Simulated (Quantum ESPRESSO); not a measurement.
# FeCo: orders under biaxial strain

How does biaxial strain change the magnetic state of FeCo?

Method: PBE; plane waves with GBRV 1.5 PBE potentials, no spin-orbit coupling, in Quantum ESPRESSO 7.5.

## (1) The starting structure

Symmetry: Pm-3m, No. 221, cubic system. Conventional cell: a = 2.857 Å, b = 2.857 Å, c = 2.857 Å, α = 90.00°, β = 90.00°, γ = 90.00°. Fe has 8 Co at 2.47 Å nearest. Nearest to Co lie 8 Fe at 2.47 Å. Farther neighbours are not listed.

As a file:

```cif
data_structure
_symmetry_space_group_name_H-M 'Pm-3m'
_symmetry_Int_Tables_number 221
_cell_length_a 2.8570
_cell_length_b 2.8570
_cell_length_c 2.8570
_cell_angle_alpha 90.000
_cell_angle_beta 90.000
_cell_angle_gamma 90.000
_cell_volume 23.32
loop_
_atom_site_label
_atom_site_type_symbol
_atom_site_symmetry_multiplicity
_atom_site_Wyckoff_symbol
_atom_site_fract_x
_atom_site_fract_y
_atom_site_fract_z
_atom_site_occupancy
Fe1 Fe 1 a 0.00000 0.00000 0.00000 1
Co1 Co 1 b 0.50000 0.50000 0.50000 1
```

The lattice constants were typed from memory of published values and not checked against a source.

## (2) Biaxial 0.97, ferro ++

Lengths in the Cartesian xy plane scale by the factor; z is kept. Atoms keep their fractional places. Seeded atoms are those given a starting moment.

pw.in

```
&CONTROL
  calculation = 'scf'
  prefix = 'pwscf'
  outdir = './tmp'
  pseudo_dir = './pseudo'
  disk_io = 'nowf'
  tprnfor = .true.
  tstress = .true.
/
&SYSTEM
  ibrav = 0
  celldm(1) = 8
  nat = 2
  ntyp = 2
  ecutwfc = 40
  ecutrho = 280
  nbnd = 26
  occupations = 'smearing'
  smearing = 'fd'
  degauss = 0.00367493
  nspin = 2
  starting_magnetization(1) = 0.175
  starting_magnetization(2) = 0.1176
/
&ELECTRONS
  conv_thr = 4d-09
  electron_maxstep = 150
  mixing_beta = 0.3
/
ATOMIC_SPECIES
Fe     55.8450 fe_pbe_v1.5.uspp.F.UPF
Co     58.9332 co_pbe_v1.2.uspp.F.UPF
CELL_PARAMETERS alat
   0.6546223889893    0.0000000000000    0.0000000000000
   0.0000000000000    0.6546223889893    0.0000000000000
   0.0000000000000    0.0000000000000    0.6748684422570
ATOMIC_POSITIONS crystal
Fe      0.0000000000    0.0000000000    0.0000000000
Co      0.5000000000    0.5000000000    0.5000000000
K_POINTS automatic
12 12 12 0 0 0
```

Command:

```bash
OMP_NUM_THREADS=1 mpirun -n 4 pw.x -nk 4 -in pw.in > pw.out
```

Log:

```text
Program PWSCF v.7.5 starts

     Message from routine setup:
     using ibrav=0 with symmetry is DISCOURAGED, use correct ibrav instead

     K-points division:     npool     =       4
     Subspace diagonalization in iterative solution of the eigenvalue problem:

     bravais-lattice index     =            0
     lattice parameter (alat)  =       8.0000  a.u.
     unit-cell volume          =     148.0713 (a.u.)^3
     number of atoms/cell      =            2
     number of atomic types    =            2
     number of electrons       =        33.00
     number of Kohn-Sham states=           26
     kinetic-energy cutoff     =      40.0000  Ry
     charge density cutoff     =     280.0000  Ry
     scf convergence threshold =      4.0E-09
     mixing beta               =       0.3000
     number of iterations used =            8  plain     mixing
     Exchange-correlation= SLA  PW   PBE  PBE
                           (   1   4   3   4   0   0   0)

     celldm(1)=   8.000000  celldm(2)=   0.000000  celldm(3)=   0.000000
     celldm(4)=   0.000000  celldm(5)=   0.000000  celldm(6)=   0.000000

     crystal axes: (cart. coord. in units of alat)
               a(1) = (   0.654622   0.000000   0.000000 )
               a(2) = (   0.000000   0.654622   0.000000 )
               a(3) = (   0.000000   0.000000   0.674868 )

     reciprocal axes: (cart. coord. in units 2 pi/alat)
               b(1) = (  1.527598  0.000000  0.000000 )
               b(2) = (  0.000000  1.527598  0.000000 )
               b(3) = (  0.000000  0.000000  1.481770 )

     PseudoPot. # 1 for Fe read from file:
     fe_pbe_v1.5.uspp.F.UPF
     Pseudo is Ultrasoft + core correction, Zval = 16.0

     PseudoPot. # 2 for Co read from file:
     co_pbe_v1.2.uspp.F.UPF
     Pseudo is Ultrasoft + core correction, Zval = 17.0

     atomic species   valence    mass     pseudopotential
     Fe               16.00    55.84500     Fe( 1.00)
     Co               17.00    58.93320     Co( 1.00)

     Starting magnetic structure
     atomic species   magnetization
     Fe              0.175
     Co              0.118

     16 Sym. Ops., with inversion, found

   Cartesian axes

     site n.     atom                  positions (alat units)
         1        Fe     tau(   1) = (   0.0000000   0.0000000   0.0000000  )
         2        Co     tau(   2) = (   0.3273112   0.3273112   0.3374342  )

     number of k points=   196  Fermi-Dirac smearing, width (Ry)=  0.0037

     Number of k-points >= 100: set verbosity='high' to print them.

     Dense  grid:    11733 G-vectors     FFT dimensions: (  27,  27,  30)

     Smooth grid:     5081 G-vectors     FFT dimensions: (  24,  24,  24)

     Check: negative core charge=   -0.000061
     Generating pointlists ...
     new r_m :   0.2363 (alat units)  1.8903 (a.u.) for type    1
     new r_m :   0.2363 (alat units)  1.8903 (a.u.) for type    2

     Initial potential from superposition of free atoms

     starting charge      31.0000, renormalised to      33.0000
     Starting wfcs are   26 randomized atomic wfcs

     Self-consistent Calculation

     iteration #  1     ecut=    40.00 Ry     beta= 0.30
     Davidson diagonalization with overlap
     ethr =  1.00E-02,  avg # of iterations =  3.5

     total energy              =    -541.15195675 Ry
     estimated scf accuracy    <      23.27652583 Ry

     total magnetization       =     1.34 Bohr mag/cell
     absolute magnetization    =     1.37 Bohr mag/cell

     iteration #  2     ecut=    40.00 Ry     beta= 0.30
     Davidson diagonalization with overlap
     ethr =  1.00E-02,  avg # of iterations =  2.9

     total energy              =    -547.37008319 Ry
     estimated scf accuracy    <      35.11211673 Ry

     total magnetization       =     0.73 Bohr mag/cell
     absolute magnetization    =     0.74 Bohr mag/cell

     [... further iterations left out ...]

     iteration # 25     ecut=    40.00 Ry     beta= 0.30
     Davidson diagonalization with overlap
     ethr =  3.99E-10,  avg # of iterations =  2.0

     total energy              =    -548.84395793 Ry
     estimated scf accuracy    <          4.0E-09 Ry

     total magnetization       =     4.51 Bohr mag/cell
     absolute magnetization    =     4.77 Bohr mag/cell

     iteration # 26     ecut=    40.00 Ry     beta= 0.30
     Davidson diagonalization with overlap
     ethr =  1.22E-11,  avg # of iterations =  2.0

     Magnetic moment per site  (integrated on atomic sphere of radius R)
     atom   1 (R=0.236)  charge= 14.3071  magn=  2.7680
     atom   2 (R=0.236)  charge= 15.4879  magn=  1.8440

     End of self-consistent calculation

     Number of k-points >= 100: set verbosity='high' to print the bands.

     the Fermi energy is    19.1654 ev

!    total energy              =    -548.84395793 Ry
     estimated scf accuracy    <          9.4E-10 Ry
     smearing contrib. (-TS)   =      -0.00072026 Ry
     internal energy E=F+TS    =    -548.84323767 Ry

     The total energy is F=E-TS. E is the sum of the following terms:
     one-electron contribution =    -266.13402613 Ry
     hartree contribution      =     154.03200787 Ry
     xc contribution           =     -61.99770088 Ry
     ewald contribution        =    -374.74351852 Ry

     total magnetization       =     4.51 Bohr mag/cell
     absolute magnetization    =     4.77 Bohr mag/cell

     convergence has been achieved in  26 iterations

     Forces acting on atoms (cartesian axes, Ry/au):

     atom    1 type  1   force =     0.00000000    0.00000000    0.00000000
     atom    2 type  2   force =     0.00000000    0.00000000    0.00000000

     Total force =     0.000000     Total SCF correction =     0.000000

     Computing stress (Cartesian axis) and pressure

          total   stress  (Ry/bohr**3)                   (kbar)     P=      105.02
   0.00081040   0.00000000   0.00000000          119.21        0.00        0.00
   0.00000000   0.00081040   0.00000000            0.00      119.21        0.00
   0.00000000   0.00000000   0.00052094            0.00        0.00       76.63

=------------------------------------------------------------------------------=
   JOB DONE.
=------------------------------------------------------------------------------=
```

Wall time 46 s (4 MPI ranks of Arm Neoverse V2, shared host); peak memory 0.34 GiB; 3.1 min of CPU time.

Spin moment in the atom's sphere by atom:

```
atom  spin moment in the atom's sphere (μB)
 Fe1                                   2.77
 Co2                                   1.84
```

Numbers from this step:

| Property | Result |
| --- | --- |
| smearing term TS | 0.009800 eV |
| pressure | 10.50 GPa |
| magnetization | 4.513 μB |
| absolute magnetization | 4.769 μB |
| final state | ferromagnetic |

## (3) Biaxial 0.97, no spin polarisation

Edit pw.in of step 2 so:

```diff
@@ -16,3 +16,3 @@
   ecutrho = 280
-  nbnd = 26
+  nbnd = 24
   occupations = 'smearing'
@@ -20,5 +20,2 @@
   degauss = 0.00367493
-  nspin = 2
-  starting_magnetization(1) = 0.175
-  starting_magnetization(2) = 0.1176
 /
```

Log:

```text
     [... lines left out ...]
Program PWSCF v.7.5 starts
     [... lines left out ...]
     number of atoms/cell      =            2
     [... lines left out ...]
     number of electrons       =        33.00
     number of Kohn-Sham states=           24
     kinetic-energy cutoff     =      40.0000  Ry
     charge density cutoff     =     280.0000  Ry
     scf convergence threshold =      4.0E-09
     [... lines left out ...]
     16 Sym. Ops., with inversion, found
     [... lines left out ...]
     number of k points=   196  Fermi-Dirac smearing, width (Ry)=  0.0037
     [... lines left out ...]
     iteration # 20     ecut=    40.00 Ry     beta= 0.30
     [... lines left out ...]
     the Fermi energy is    18.5468 ev
!    total energy              =    -548.76073615 Ry
     estimated scf accuracy    <          5.8E-11 Ry
     smearing contrib. (-TS)   =      -0.00454996 Ry
     [... lines left out ...]
     convergence has been achieved in  20 iterations
     [... lines left out ...]
     Total force =     0.000000     Total SCF correction =     0.000000
     [... lines left out ...]
          total   stress  (Ry/bohr**3)                   (kbar)     P=      -99.46
     [... lines left out ...]
```

The job ended after 17 s (4 MPI ranks; peak memory 0.27 GiB).

Read from the output:

```yaml
smearing_term_ts: 0.06191 eV
pressure: -9.946 GPa
final_state: non-magnetic (no spin polarisation)
```

## (4) Biaxial 1.03, ferro ++

Edit pw.in of step 3 so:

```diff
@@ -16,3 +16,3 @@
   ecutrho = 280
-  nbnd = 24
+  nbnd = 26
   occupations = 'smearing'
@@ -20,2 +20,5 @@
   degauss = 0.00367493
+  nspin = 2
+  starting_magnetization(1) = 0.175
+  starting_magnetization(2) = 0.1176
 /
@@ -30,4 +33,4 @@
 CELL_PARAMETERS alat
-   0.6546223889893    0.0000000000000    0.0000000000000
-   0.0000000000000    0.6546223889893    0.0000000000000
+   0.6951144955247    0.0000000000000    0.0000000000000
+   0.0000000000000    0.6951144955247    0.0000000000000
    0.0000000000000    0.0000000000000    0.6748684422570
```

Log:

```text
     [... lines left out ...]
Program PWSCF v.7.5 starts
     [... lines left out ...]
     number of atoms/cell      =            2
     [... lines left out ...]
     number of electrons       =        33.00
     number of Kohn-Sham states=           26
     kinetic-energy cutoff     =      40.0000  Ry
     charge density cutoff     =     280.0000  Ry
     scf convergence threshold =      4.0E-09
     [... lines left out ...]
     16 Sym. Ops., with inversion, found
     [... lines left out ...]
     number of k points=   196  Fermi-Dirac smearing, width (Ry)=  0.0037
     [... lines left out ...]
     iteration # 23     ecut=    40.00 Ry     beta= 0.30
     [... lines left out ...]
     Magnetic moment per site  (integrated on atomic sphere of radius R)
     atom   1 (R=0.246)  charge= 14.3915  magn=  2.9302
     atom   2 (R=0.246)  charge= 15.5865  magn=  1.8961
     [... lines left out ...]
     the Fermi energy is    16.6152 ev
!    total energy              =    -548.84163123 Ry
     estimated scf accuracy    <          2.4E-10 Ry
     smearing contrib. (-TS)   =      -0.00070491 Ry
     [... lines left out ...]
     total magnetization       =     4.69 Bohr mag/cell
     absolute magnetization    =     5.01 Bohr mag/cell
     convergence has been achieved in  23 iterations
     [... lines left out ...]
     Total force =     0.000000     Total SCF correction =     0.000000
     [... lines left out ...]
          total   stress  (Ry/bohr**3)                   (kbar)     P=     -115.12
     [... lines left out ...]
```

Run time: 44 s. Hardware: 4 MPI ranks; peak memory 0.36 GiB.

This step gave:

```
smearing term TS       : 0.009591 eV
pressure               : -11.51 GPa
magnetization          : 4.69 μB
absolute magnetization : 5.014 μB
final state            : ferromagnetic
largest moment         : 2.930 μB
```

## (5) The series

The runs not shown differ from these in the moved quantity alone.

States, by row:

| biaxial | ferro ++ | no spin polarisation |
| --- | --- | --- |
| 0.97 | ferromagnetic | non-magnetic |
| 0.98 | ferromagnetic | non-magnetic |
| 0.99 | ferromagnetic | non-magnetic |
| 1 | ferromagnetic | non-magnetic |
| 1.01 | ferromagnetic | non-magnetic |
| 1.02 | ferromagnetic | non-magnetic |
| 1.03 | ferromagnetic | non-magnetic |

Largest site moment, ferro ++ against biaxial:

```csv
biaxial (factor),"largest site moment, ferro ++ (μB)"
0.9700,2.77
0.9800,2.79
0.9900,2.82
1.0000,2.84
1.0100,2.87
1.0200,2.90
1.0300,2.93
```

The energy less that of the parallel start, no spin polarisation by biaxial:

| biaxial (factor) | energy less that of the parallel start, no spin polarisation (meV a seeded atom) |
| --- | --- |
| 0.9700 | 566 |
| 0.9800 | 599 |
| 0.9900 | 629 |
| 1.0000 | 657 |
| 1.0100 | 683 |
| 1.0200 | 706 |
| 1.0300 | 728 |

Table of energy over the lowest by biaxial; values in meV an atom:

```csv
biaxial (factor),ferro ++,no spin polarisation
0.9700,19.4,586
0.9800,6.10,605
0.9900,0,629
1.0000,0.385,658
1.0100,6.77,689
1.0200,18.5,725
1.0300,35.2,763
```

## (6) Summary of results

* moment, parallel start: 2.77 to 2.93 μB
* states met from these starts: ferromagnetic

The moment of the parallel start goes from 2.77 μB at 0.97 to 2.93 μB at 1.03. The net moment of the cell goes from 4.51 to 4.69 μB. The radius of the spheres follows the nearest distance, so part of the change of the site moments is the spheres'. Only a parallel start was run beside the spinless one, so opposed or spiral orders, which may lie lower, are not probed.

[Logs and program files are shortened in this print: banners, set-up blocks, solver, clock and traceback lines can be left out without a mark of their own.]

[Logs are printed without paths, hosts, clocks, repeated set-up lines and the standing remarks that a program may print on its own settings, such as how far it seeks lower states.]

[Hosts, paths, dates, database ids (printed as entryN), source tags and the programs' standing remarks are cut or masked in the printed files.]

[Where a cell is said to come from a database of computed structures, the database is the Materials Project.]
